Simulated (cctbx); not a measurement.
# Which space group?

Cell: a = 7.1540 Å, b = 7.1540 Å, c = 8.8500 Å, α = 90.00°, β = 90.00°, γ = 120.00°. Expected content of the cell: Bi2 Cs1 Cl9 Li2.

The data are simulated with cctbx, not measured: synchrotron X-rays, λ = 0.6889 Å, to d = 0.8 Å, 95 % of the full sphere, strongest reflection 70000 counts, noise from counting, a 2 % proportional error and a noise floor of 2 counts (s.d.); no absorption.

Tests on the unmerged data give:

```text
3011 reflections to d = 0.801 A
centring   violations  <I/sigma> of those
    A       1504 of  1504     33.4
    B       1497 of  1497     33.4
    C       1503 of  1503     35.2
    I       1503 of  1503     33.3
    R       2017 of  2017     34.1
    F       2252 of  2252     34.0
Laue class    unique    Rint  (classes that these axes allow; Friedel mates merged)
P -1             1579   0.018
P 1 1 2/m         848   0.402
P -3              534   0.022
P -3 1 m          309   0.403
P -3 m 1          335   0.022
P 6/m             290   0.403
P 6/m m m         200   0.403
space group    extra absences  I>4sigma  <I/sigma>
P 3 2 1                 0          0         -  acentric
P 3 m 1                 0          0         -  acentric
P -3 m 1                0          0         -  centric
Wilson B = 0.33 A^2   <|E^2-1|> = 0.689 (0.968 centric, 0.736 acentric)   E^2>4: 1.5 %
shell (A)         n   <I/sigma>
 8.85 - 1.60     54     90.9
 1.60 - 1.27     40     83.2
 1.27 - 1.11     44     87.0
 1.11 - 1.01     41     88.4
 1.01 - 0.94     44     83.5
 0.94 - 0.88     36     68.0
 0.88 - 0.84     42     82.5
 0.84 - 0.80     34     88.3
```

**Question.** What are the lattice type, the Laue class and the likely space group?

Every centring test has many violations, so the lattice is primitive.

Rint stays low (0.018 to 0.022) up to P -3 m 1 and is 0.402 or more in the other classes.

3 settings pass the absence test. No glide or screw absences show, which leaves P 3 2 1, P 3 m 1 and P -3 m 1.

⟨|E²−1|⟩ = 0.689 leans to a non-centrosymmetric structure. The Wilson B of 0.33 Å² means U ≈ 0.0042 Å².

The true group is P321 (no. 150), Laue class -3m, non-centrosymmetric. The tables only narrow the choice to the tied entries; cell content, site symmetry and trial solutions must settle it.

The crystal is twinned by the law (-1 1 0 0 1 0 0 0 -1) with a minor fraction of 0.05; Rint in the higher class falls towards the noise as the fraction nears 1/2.

The model was made for the exercise: a known structure type with other elements put in, its volume estimated, not relaxed; displacement parameters are assumed.

[Logs are printed without paths, hosts, clocks, repeated set-up lines and the standing remarks that a program may print on its own settings, such as how far it seeks lower states.]
